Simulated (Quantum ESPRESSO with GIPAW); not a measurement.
## AlN: NMR parameters from first principles

Wanted: NMR shieldings for each site of AlN.

Program: Quantum ESPRESSO with GIPAW 8.0dev (patched build). Level of theory: DFT, PBE, plane-wave PAW (pslibrary 1.0.0 recipes), scalar-relativistic, GIPAW; a patched development version of the program. Results are calculated unless marked as measured.

This is a report of a sequence of runs, with most program output left out.

The database entry behind the starting cell differs from later determinations by our own check (inner coordinate u about 0.002 short), so it need not match the best structure at ambient conditions.

### 1. Starting point

Symmetry: P6_3mc, No. 186, hexagonal system. Conventional cell: a = 3.113 Å, b = 3.113 Å, c = 4.981 Å, α = 90.00°, β = 90.00°, γ = 120.00°. Nearest to Al lie 4 N at 1.89 to 1.90 Å. Nearest to N lie 4 Al at 1.89 to 1.90 Å. Farther neighbours and most contacts between anions are not listed.

The cell is an entry of the Crystallography Open Database; it need not be the form that is stable at ambient conditions.

This structure had its atoms relaxed beforehand (DFT, PBE, plane-wave PAW (pslibrary 1.0.0 recipes), Quantum ESPRESSO with GIPAW), starting from the database entry, since shieldings follow bond lengths closely.

### 2. Ground state

First the ground state. The response equations take the occupied wavefunctions as exact, so conv_thr is set much tighter than for an energy. No empty states are asked for: the response is solved without them. The mesh has a spacing of 0.32 Å⁻¹ at most. The PAW files were made with ld1.x from the pslibrary 1.0.0 recipes, with GIPAW reconstruction switched on.

scf.in reads:

```
&control
  calculation = 'scf'
  prefix = 'x'
  outdir = './tmp/'
  pseudo_dir = './'
/
&system
  ibrav = 0
  nat = 4
  ntyp = 2
  ecutwfc = 55
  ecutrho = 340
  nbnd = 8
/
&electrons
  conv_thr = 1.0d-10
  mixing_beta = 0.7
  electron_maxstep = 100
/
ATOMIC_SPECIES
  Al 26.982 Al.pbe-n-kjpaw_psl.1.0.0-gipaw.UPF
  N 14.007 N.pbe-n-kjpaw_psl.1.0.0-gipaw.UPF
CELL_PARAMETERS angstrom
  3.11300000 0.00000000 0.00000000
  -1.55650000 2.69593708 0.00000000
  0.00000000 0.00000000 4.98100000
ATOMIC_POSITIONS crystal
  Al 0.66666667 0.33333333 0.49900228
  Al 0.33333333 0.66666667 -0.00099772
  N 0.66666667 0.33333333 0.88099772
  N 0.33333333 0.66666667 0.38099772
K_POINTS automatic
  8 8 4 0 0 0
```

Command:

```console
$ mpirun -np 4 pw.x -nk 4 -in scf.in > scf.out
```

Wall time 19 s (4 MPI ranks of Arm Neoverse N1, shared host); peak memory 0.54 GiB.

It converged in 16 cycles to an estimated accuracy of 1e-10 Ry, on 30 irreducible k-points.

### 3. GIPAW: job nmr

The job finds the current that a weak uniform field induces (applied as a long wave, q_gipaw) and the field that this current makes at each nucleus. On atoms with p or d valence electrons much of the paramagnetic part arises close to the nucleus, where the PAW partial waves rebuild the true states. pawproj makes the reconstruction use the PAW data sets' own projectors.

nmr.in reads:

```
&inputgipaw
  job = 'nmr'
  prefix = 'x'
  tmp_dir = './tmp/'
  restart_mode = 'from_scratch'
  verbosity = 'low'
  q_gipaw = 0.01
  spline_ps = .true.
  conv_threshold = 1.0d-11
  use_nmr_macroscopic_shape = .false.
  pawproj(1) = .true.
  pawproj(2) = .true.
/
```

Command:

```console
$ mpirun -np 4 gipaw.x -in nmr.in > nmr.out
```

Run time: 88 s. Hardware: 4 MPI ranks; peak memory 0.27 GiB.

The f-sum rule is met to 0.0045 of 15.9 (0.03 %). Converged shieldings require that this miss be small, but a small miss does not prove them. gipaw.x warns that with these symmetry operations the susceptibility and the shape term are unreliable; the other terms are not touched.

From the symmetric part of each tensor, with principal values σ11 ≤ σ22 ≤ σ33: σ_iso is their mean, the span is σ33 − σ11 and the skew 3(σ_iso − σ22)/span. (gipaw.x prints an anisotropy in another convention.)

```csv
site,atom no.,atoms in cell,σ_iso (ppm),span (ppm),skew
Al,1,2,443.2,16.8,-1.00
N,3,2,116.7,9.5,1.00
```

The macroscopic shape term is switched off. For a spherical sample the valence susceptibility of this run would add about 7 ppm to every site, a rough estimate, since the susceptibility converges slowly and lacks part of the PAW terms, above all in hexagonal and trigonal cells. Differences within the crystal don't depend on it, but shieldings of different compounds can't be compared to better than a few ppm without it.

An axis of order three or more runs through Al and N, so two principal values coincide and the skew is ±1. In this run the largest span is that of Al (site symmetry 3m), with principal values 432.0, 448.8 and 448.8 ppm.

27Al also has a quadrupolar coupling here. It is not given: on PAW files the efg job of this gipaw.x leaves out the augmentation charge of neighbouring atoms and can miss by tens of per cent.

### 4. Sites, surroundings and shifts

Covalently bonded atoms count as neighbours within 1.18 times the sum of their radii. Otherwise a cation's neighbours lie within 1.2 times its shortest bond (1.3 for large cations, each anion's radius taken off where they differ), and an anion's are the cations that count it.

```csv
site,atom no.,atoms in cell,surroundings,bonds (Å),σ_iso (ppm)
Al,1,2,AlN4,1.89 to 1.90,443.2
N,3,2,bound to Al4,1.89 to 1.90,116.7
```

### 5. Cost against result

Each row names what was changed: the structure as given shows what the relaxation did; another mesh tests the sampling of the zone; another functional shows how far the paramagnetic term hangs on the exchange-correlation form; another cutoff tests the basis.

Changes of σ_iso (ppm) against the run above (PBE, cutoffs 55 and 340 Ry, mesh 8×8×4, 7.1 min). Times are CPU times of pw.x and gipaw.x together, on 4 MPI ranks of Arm Neoverse N1, shared host; on a shared host they are rough. A run is marked as doubtful where the f-sum miss passes 0.015 electrons, or that much for each three atoms in larger cells (with Tl, Pb, Hg, Bi or Sn a third of that, or a mesh spacing over 0.26 Å⁻¹), or where the susceptibility is unphysically large.

```csv
run,CPU time,f-sum miss,Al,N
structure as given,7.3 min,0.0047,-0.3,-0.2
mesh 10×10×6,13 min,9.0e-4,+0.3,+1.3
LDA,6.7 min,0.0049,-17.4,-11.5
cutoffs 40 and 340 Ry (coarse on purpose),4.7 min,0.0054,+0.0,-0.2
mesh 5×5×3 (marked),3 min,0.13,-3.2,-11.4
Wu-Cohen,7.1 min,0.0050,-3.2,-6.8
```

The largest move is -17.4 ppm, on Al, from LDA.

### 6. A run with a fault

For contrast, the same job on a spoilt input.

nmr.in, as its differences from that of step 3:

```diff
@@ -6,3 +6,3 @@
   verbosity = 'low'
-  q_gipaw = 0.01
+  q_gipaw = 0.5
   spline_ps = .true.
```

Wall time 93 s (4 MPI ranks); peak memory 0.27 GiB.

The run ends without an error, but the fault (a field wave vector far too long) moves σ_iso of Al by +57.7 ppm (both without the shape term); the f-sum rule is missed by 0.034 electrons. Its numbers are not to be used. The field is then no longer uniform over the cell, and the limit q → 0 is not reached.

### 7. Results

```json
{
  "27Al shielding without shape term": "443.2 ppm",
  "15N shielding without shape term": "116.7 ppm"
}
```

What this shows: 27Al has one site (AlN4), with isotropic shielding 443.2 ppm (shape term left out). A shift needs a reference, δ = σ_ref − σ, fixed on measured compounds; for 27Al of this kind at this level too few were at hand, or they scattered too widely about a line, so none is given. Going to mesh 10×10×6 changes no isotropic shielding by more than 1.3 ppm, a first measure of the error left in that respect. A higher cutoff was not carried through on these files. The cheaper run with cutoffs 40 and 340 Ry takes about 65 % of the time and is off by 3.3e-4 ppm on Al, and by 0.19 ppm at most. The largest change with the functional is 17.4 ppm in absolute shielding; part of that drops out once each functional has its own reference line. This build of gipaw.x prints that it is not audited and that its numbers are no references by themselves. It also reports spline_ps as false although the input sets it; why was not traced.

[Logs are printed without paths, hosts, clocks, repeated set-up lines and the standing remarks that a program may print on its own settings, such as how far it seeks lower states.]

[Hosts, paths, dates, database ids (printed as entryN), source tags and the programs' standing remarks are cut or masked in the printed files.]

[Where no reference line passes its bar on scatter, no shift is given, so a measured shift of this compound may stand uncompared.]
